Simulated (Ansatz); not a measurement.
**SiC (P6_3mc):F_C, thermodynamic levels from a 108-atom cell**

Charge states of F_C in SiC (P6_3mc), set against the band edges. Model: a cell of 108 host atoms with 1 C taken out and 1 F put in.

Main program and level: Ansatz 0.2.0; place-levels on r2SCAN runs: charge-transition levels and formation energies with image-charge correction and potential alignment at the atomic sites; PAW set soft_1.

Experimental background.

“Charge spill-out and work function of few-layer graphene on SiC(0001)” (2018, arxiv:1806.04908) quotes from earlier work for SiC, 6H (bulk crystal, literature): band gap (indirect gap, experimental literature value) 3.03 eV [Literature value cited in passing in the theory part; temperature and measurement method …].

Most raw output is cut from this account.

## Step 1: Starting point

The cell holds 108 atoms: 54 Si, 53 C and 1 F. Its edges and angles: a = 9.236 Å, b = 9.236 Å, c = 15.108 Å, α = 90.0°, β = 90.0°, γ = 120.0°. It derives from SiC (space group P6_3mc). Nearest the centre at fractional (0.556, 0.444, 0.542): F59 at 0.00 Å, Si89 at 1.89 Å, Si53 at 1.89 Å, Si101 at 1.89 Å, Si51 at 1.89 Å, C23 at 3.08 Å, C47 at 3.08 Å, C11 at 3.08 Å.

The host's dielectric constants go in as inputs: (7.09, 7.09, 7.35) for the electrons alone, (10.43, 10.43, 10.95) with the ions, computed on the host (DFPT, PBEsol, on the r2SCAN cell), and a cell off the functional's own equilibrium shifts the ionic part.

The cell's shortest repeat is 9.2 Å.

## Step 2: The runs of each charge state

A transition level is the Fermi level at which two charge states cost the same, so each charge needs its own total energy, at its own relaxed structure.

Random displacements of about 0.05 Å break the site symmetry at the start, so that the relaxation can reach a distorted minimum if there is one. Forces are taken at one point at (¼, ¼, ¼). The cell holds 1 electron more than the neutral one, with a uniform background that keeps it neutral on the whole.

The sampling was tested on the host first: at the k-points planned (1x1x1 shifted 0.25 0.25 0.25) its energy lies -0.041 eV an atom from the dense-mesh value, a large miss, so this sampling is coarse for the host.

One of the inputs; charge, spin and start change from state to state.

Contents of qm1.relax/input.yaml:

```yaml
crystal:
  lattice:
    - [9.23599493, 0.0, 0.0]
    - [-4.61799746, 7.99860624, 0.0]
    - [0.0, 0.0, 15.1078644]
  atoms:
    - { symbol: Si, position: [0.11111111, 0.22222222, 0.8329854] }
    - { symbol: Si, position: [0.22222222, 0.11111111, 0.3329854] }
[... 8 atom lines left out ...]
    - { symbol: C, position: [0.22222222, 0.11111111, 0.54152848] }
[... 11 atom lines left out ...]
    - { symbol: C, position: [0.22222222, 0.44444444, 0.54152848] }
[... 5 atom lines left out ...]
    - { symbol: Si, position: [0.0, 0.66666667, 0.49972248] }
[... 11 atom lines left out ...]
    - { symbol: Si, position: [0.33333333, 0.0, 0.49972248] }
[... 3 atom lines left out ...]
    - { symbol: C, position: [0.44444444, 0.22222222, 0.70799668] }
[... 1 atom line left out ...]
    - { symbol: C, position: [0.55555556, 0.11111111, 0.54152848] }
[... 2 atom lines left out ...]
    - { symbol: Si, position: [0.55555556, 0.44444444, 0.3329854] }
    - { symbol: Si, position: [0.55555556, 0.44444444, 0.66650102] }
[... 1 atom line left out ...]
    - { symbol: Si, position: [0.33333333, 0.33333333, 0.49972248] }
[... 2 atom lines left out ...]
    - { symbol: C, position: [0.33333333, 0.33333333, 0.37436694] }
    - { symbol: C, position: [0.44444444, 0.55555556, 0.70799668] }
[... 1 atom line left out ...]
    - { symbol: F, position: [0.55555556, 0.44444444, 0.54152848] }
[... 11 atom lines left out ...]
    - { symbol: C, position: [0.55555556, 0.77777778, 0.54152848] }
[... 17 atom lines left out ...]
    - { symbol: Si, position: [0.66666667, 0.33333333, 0.49972248] }
[... 2 atom lines left out ...]
    - { symbol: C, position: [0.66666667, 0.33333333, 0.37436694] }
    - { symbol: C, position: [0.77777778, 0.55555556, 0.70799668] }
[... 1 atom line left out ...]
    - { symbol: C, position: [0.88888889, 0.44444444, 0.54152848] }
[... 5 atom lines left out ...]
    - { symbol: Si, position: [0.66666667, 0.66666667, 0.49972248] }
[... 2 atom lines left out ...]
    - { symbol: C, position: [0.66666667, 0.66666667, 0.37436694] }
[... 2 atom lines left out ...]
    - { symbol: C, position: [0.88888889, 0.77777778, 0.54152848] }
    - { symbol: C, position: [0.77777778, 0.88888889, 0.04152848] }
  host:
    repeats: [3, 3, 1]
    atoms:
      - { symbol: Si, position: [0.33333333, 0.66666667, 0.8329854] }
      - { symbol: Si, position: [0.66666667, 0.33333333, 0.3329854] }
      # ... 10 more atoms of the perfect host
total_charge: -1
basis:
  ecutwfc: 500
  xc_grid: 2
hamiltonian:
  xc: r2scan
  pseudopotentials: { kind: paw, azcp: { folder: soft_1 } }
kpoints:
  mp_grid: { grid: [1, 1, 1], shift: [0.25, 0.25, 0.25] }
scf:
  occupations: { method: fixed }
  max_iter: 100
output:
  forces: true
  charged_corrections:
    epsilon: [7.09, 7.09, 7.35]
    static_epsilon: [10.43, 10.43, 10.95]
    defect_position: [0.555556, 0.444444, 0.541528]
relax:
  f_tol: 0.02
  max_steps: 80
  random_displacement: { amplitude: 0.05, seed: 4375 }
checkpoint:
  write: "../qm1.relax.run"
  compress: false
  write_wavefunctions: true
  write_every: 100000
```

On the command line:

```sh
ansatz run input.yaml --threads 4 --pin off --max-ram 15073MiB --backend cpu --events-out ev --progress --plain --runs-dir out
```

Defect states can disperse in a cell of this size, so the energy is taken again at a 2×2×2 shifted mesh, on the relaxed structure.

The run of this state that the levels use, under r2SCAN:

Contents of qm1.point/input.yaml:

```yaml
crystal:
  checkpoint: "../qm1.relax.run"
  host: checkpoint
total_charge: -1
basis:
  ecutwfc: 500
  xc_grid: 2
hamiltonian:
  xc: r2scan
  pseudopotentials: { kind: paw, azcp: { folder: soft_1 } }
kpoints:
  mp_grid: { grid: [2, 2, 2], shift: [0.5, 0.5, 0.5] }
scf:
  occupations: { method: fermi_dirac, width: 0.01 }
  max_iter: 100
output:
  forces: true
  eigenvalues: true
  charged_corrections:
    epsilon: [7.09, 7.09, 7.35]
    static_epsilon: [10.43, 10.43, 10.95]
    defect_position: [0.555556, 0.444444, 0.541528]
  eigenstates: { localisation: true }
  populations: true
  band_densities: [{ bands: [v1, v1] }, { bands: [c1, c1] }]
  write_density: true
  write_potential: true
  volumetric_format: npy
checkpoint:
  read: "../qm1.relax.run"
  write: "../qm1.point.run"
  compress: false
  write_wavefunctions: false
  write_every: 100000
```

Relaxations under r2SCAN at one point at (¼, ¼, ¼); times on 4 threads of Arm Neoverse V1, shared host:

```
charge  moment (μB)  occupations    outcome  steps  largest displacement against the far atoms (Å)     time
    −1            0        fixed  converged     28                                            0.81   14 min
     0            1        fixed  converged     29                                            0.86   38 min
    +1            0        fixed  converged     13                                            0.84  7.2 min
    +2            1        fixed  converged     11                                            0.47   16 min
    −1            2        fixed  converged     15                                            0.90   22 min
```

Single points under r2SCAN at a 2×2×2 shifted mesh; times on 4 threads of Arm Neoverse V1, shared host:

| charge | moment (μB) | occupations | outcome | time |
| --- | --- | --- | --- | --- |
| −1 | 0 | fermi-dirac | converged | 4.3 min |
| 0 | 1 | fermi-dirac | converged | 9.5 min |
| +1 | 0 | fermi-dirac | converged | 4.1 min |
| +2 | 1 | fermi-dirac | converged | 9.8 min |
| −1 | 2 | fermi-dirac | converged | 11 min |

Distances (Å) from F59 to the nearest atoms after relaxation with r2SCAN:

```csv
charge,moment (μB),1.,2.,3.,4.,5.,6.
−1,0,Si 1.64,Si 2.35,Si 2.46,Si 2.47,C 2.56,C 2.57
−1,2,Si 1.65,Si 2.01,Si 2.49,C 2.50,Si 2.52,C 2.53
0,1,Si 1.67,Si 2.09,Si 2.49,Si 2.53,C 2.55,C 2.58
+1,0,Si 1.79,Si 1.79,Si 2.52,Si 2.55,C 2.59,C 2.59
+2,1,Si 1.81,Si 1.97,Si 2.46,Si 2.48,C 2.74,C 2.77
```

## Step 3: Levels against the band edges, r2SCAN

A charged cell interacts with its images and the background, and its potential has another zero than the host's. place-levels removes the first by a point-charge model, screened by the static dielectric constant since the ions have relaxed around the charge, and the second by comparing potentials at atoms far from the defect.

The host is a run of the defect-free crystal in the same cutoffs, grids and k-points, so that basis and sampling errors cancel in part in the differences. The host is run in a cell of 12 atoms on a matching mesh. Its band edges are searched through the zone by a band path, so the gap is smaller than, or equal to, that on the mesh. Chemical potentials are energies per atom of C (diamond) and F (F2 molecule), run with the same functional and cutoff. Carbon is taken as diamond, which semilocal functionals can put about 0.1 eV an atom over graphite.

Contents of levels.point.yaml:

```yaml
host:
  run: host.point.run
states: [qm1.point.run, q0_M1.point.run, qp1.point.run, qp2_M1.point.run, qm1_M2.point.run]
geometry_from:
  qm1.point.run: qm1.relax.run
  q0_M1.point.run: q0_M1.relax.run
  qp1.point.run: qp1.relax.run
  qp2_M1.point.run: qp2_M1.relax.run
  qm1_M2.point.run: qm1_M2.relax.run
  host.point.run: host.relax.run
chemical_potentials:
  C:
    energy: -251.553391
    dataset: "<sha256 of the dataset>"
  F:
    energy: -806.862156
    dataset: "<sha256 of the dataset>"
epsilon: [7.09, 7.09, 7.35]
static_epsilon: [10.43, 10.43, 10.95]
vertical:
  - { from: qm1.point.run, to: qm1.point_neutral.run }
  - { from: qp1.point.run, to: qp1.point_neutral.run }
  - { from: qp2_M1.point.run, to: qp2_M1.point_neutral.run }
  - { from: qm1_M2.point.run, to: qm1_M2.point_neutral.run }
```

On the command line:

```sh
ansatz place-levels levels.point.yaml -- --threads 4 --pin off --max-ram 15073MiB
```

Wall time 0.86 s (4 threads of Arm Neoverse V1, shared host).

Levels between the charges placed, in eV above the valence top:

```
        gap (eV)  (+2/+1)  (+1/0)  (0/−1)
r2SCAN      2.37     0.83    2.33    2.59
```

Corrections by state:

```
charge  moment (μB)  image terms and alignment (eV)  band filling (eV)                                  ε used  over the lowest of its charge, as the program ranks them, band filling apart (eV)
    +2          1.0                           0.606                  -  principal values (10.43, 10.43, 10.95)                                                                              0.000
    +1          0.0                           0.155                  -  principal values (10.43, 10.43, 10.95)                                                                              0.000
     0          1.0                           0.000                  -                                       -                                                                              0.000
    −1          0.0                           0.116             -0.001  principal values (10.43, 10.43, 10.95)                                                                              0.000
    −1          2.0                           0.070                  -  principal values (10.43, 10.43, 10.95)                                                                              0.255
```

The charged structures listed were also run neutral, and place-levels reads from each pair, by the potential or the spins, how wide the charge is by which they differ; that can be the carrier of either run.

```
charge  rms radius (Å)  spread where it is widest against the cell (Å)  wide from (Å)  reading
    +2             4.1                                            2.22           1.39     wide
    +1             5.9                                            3.21           1.39     wide
    −1             3.1                                            1.85           1.39     wide
```

The neutral runs of these pairs need not share the spin of the lowest neutral state, and very wide values only mean spread over the cell.

From the program's caveats on the states, each cut to its opening words:

- charge +2 (1 μB): it parts from the run at its places by a charge that spreads by about 2.2 Å along one vector (1.4 Å or more is wide), by its potential at epsilon [7.09, 7.09, [...]
- charge +2 (1 μB), 0 (1 μB), −1 (2 μB): flagged: stability check not made
- charge +1: it parts from the run at its places by a charge that spreads by about 3.2 Å along one vector (1.4 Å or more is wide), by its potential at epsilon [7.09, 7.09, [...]
- charge +1: its sublattices stand up to 0.0355 Å off the host's, which by the two runs' forces adds about +0.02 eV to its energy against the host's, and moves the band [...]
- charge 0 (1 μB): its sublattices stand up to 0.0402 Å off the host's, which by the two runs' forces adds about -0.02 eV to its energy against the host's, and moves the band [...]
- charge −1: it parts from the run at its places by a charge that spreads by about 1.9 Å along one vector (1.4 Å or more is wide), by the spins about the atoms, where the [...]
- charge −1: a band-filling correction moves a carrier to the host's band edge, which changes its energy by -0.001 eV
- charge −1 (2 μB): it parts from the run at its places by a charge that spreads by about 3.7 Å along one vector (1.4 Å or more is wide), by its potential at epsilon [7.09, 7.09, [...]
- charge −1 (2 μB): its alignment with the host at atomic sites is doubtful: the mean over the far sites moves by -0.1035 eV from their farther parts to their nearer, more than [...]
- charge −1 (2 μB): the host's ions (past the first shell or, of a walk that freed a part, those that it held) aren't shown at rest: they stand up to 0.156 Å off their sites, 0.43 [...]
- charge −1 (2 μB): its moments are held at its close (magnetization.spin_locking), by a field of 0.076 eV a Bohr magneton, and its energy and levels are of the state that this [...]

Chemical potentials of the elements' reference phases, run alike. Formation energies (elemental references), with the Fermi level at the valence top and at the conduction bottom (gap 2.37 eV):

```
charge  at valence top (eV)  at conduction bottom (eV)  correction included (eV)
    +2                -0.64                       4.10                      0.61
    +1                 0.19                       2.56                      0.15
     0                 2.52                       2.52                      0.00
    −1                 5.11                       2.75                      0.12
```

| Fermi level (eV) | lowest formation energy (eV) |
| --- | --- |
| 0.00 | -0.64 |
| 0.22 | -0.21 |
| 0.43 | 0.22 |
| 0.65 | 0.65 |
| 0.86 | 1.05 |
| 1.08 | 1.27 |
| 1.29 | 1.49 |
| 1.51 | 1.70 |
| 1.72 | 1.92 |
| 1.94 | 2.13 |
| 2.15 | 2.35 |
| 2.37 | 2.52 |

## Step 4: The same at the relaxations' own k-points

The relaxations' own energies give the levels at their sampling, for comparison.

Contents of levels.relax_mesh.yaml:

```yaml
host:
  run: host.relax.run
states: [qm1.relax.run, q0_M1.relax.run, qp1.relax.run, qp2_M1.relax.run, qm1_M2.relax.run]
chemical_potentials:
  C:
    energy: -251.553391
    dataset: "<sha256 of the dataset>"
  F:
    energy: -806.862156
    dataset: "<sha256 of the dataset>"
```

On the command line:

```sh
ansatz place-levels levels.relax_mesh.yaml -- --threads 4 --pin off --max-ram 15073MiB
```

It took 0.24 s on 4 threads.

Levels between neighbouring charges, in eV above the valence top:

```csv
,gap (eV),(+2/+1),(+1/0),(0/−1)
"one point at (¼, ¼, ¼)",2.38,0.84,2.34,2.59
a 2×2×2 shifted mesh,2.37,0.83,2.33,2.59
```

Going from one point at (¼, ¼, ¼) to a 2×2×2 shifted mesh moves the levels that carry no band-filling term by up to 0.02 eV and formation energies against the elements by up to 0.25 eV; band-filling terms, which differ between samplings, are in these energies.

## Step 5: Outcome

```
gap of the host                                                             : 2.37 eV (r2SCAN)
level (plus 2/plus 1)                                                       : 0.83 eV above the valence top
level (plus 1/0)                                                            : 2.33 eV above the valence top
level (0/minus 1)                                                           : 2.59 eV above the valence top, past the conduction bottom (2.60 eV above the valence top without the band-filling term)
lowest of the charges placed, just above the valence top (0.02 eV)          : +2
lowest of the charges placed, just below the conduction bottom (0.02 eV)    : 0
lowest formation energy at mid-gap of the charges run, elemental references : 1.38 eV
```

**Reading.** Of the charges placed (−1, 0, +1 and +2), the lowest changes at 0.83 eV (+2/+1) and 2.33 eV (+1/0) above the valence top, in a gap of 2.37 eV. (+1/0) lies nearer to a band edge than the share of the finite-size correction in it (0.15 eV), and that correction holds for a localised charge alone. (+1/0) lies 0.04 eV from a band edge, less than the doubt on such levels. Charges above +2 were not placed, so these runs say nothing of levels that involve them. States placed: +2 at 1 μB; +1 at 0 μB; 0 at 1 μB; −1 at 0 μB and 2 μB. Other spin states or structures, where not listed, weren't placed. At charge −1, 0 and +1 the atom put in ends up to 0.9 Å from its starting place, so the name tells the start alone and the levels can join different sites. F is taken at its element; compounds, which aren't counted here, bound the chemical potentials and would shift these formation energies. Going from one point at (¼, ¼, ¼) to a 2×2×2 shifted mesh moves the levels that carry no band-filling term by up to 0.02 eV and formation energies against the elements by up to 0.25 eV; band-filling terms, which differ between samplings, are in these energies. The program doubts the alignment of potentials for at least one state, a sign that the cell is small. Keep in mind: r2SCAN makes the gap too small and tends to spread out bound carriers; where a gas molecule sets a chemical potential or the host's formation energy, its binding is uncorrected; force components of up to 0.28 eV/Å remain in a run at the final settings.

Comparison with the measured values:

| quantity | measured | r2SCAN |
| --- | --- | --- |
| band gap (least gap of the host) (eV) | 3.03 | 2.37 (-0.66 eV) |

Measured values from arxiv:1806.04908 (2018).

Verdict: The band gap is off by -0.66 eV: a clear miss. Local and semilocal functionals usually give gaps below the measured ones. Zero-point and thermal motion shift the measured gap.

[Logs are printed without paths, hosts, clocks, repeated set-up lines and the standing remarks that a program may print on its own settings, such as how far it seeks lower states.]

[Hosts, paths, dates, database ids (printed as entryN), source tags and the programs' standing remarks are cut or masked in the printed files.]

[Where a table of states has a column of steps, it counts the stored structures, which are thinned; the runs took as many ionic steps or more.]

[A defect's name tells the site on which it was built; relaxed atoms can leave that site.]

[For some hosts the program warned that the k-mesh of the response run may be too coarse for force constants and the static dielectric constant; such warnings are not shown here.]
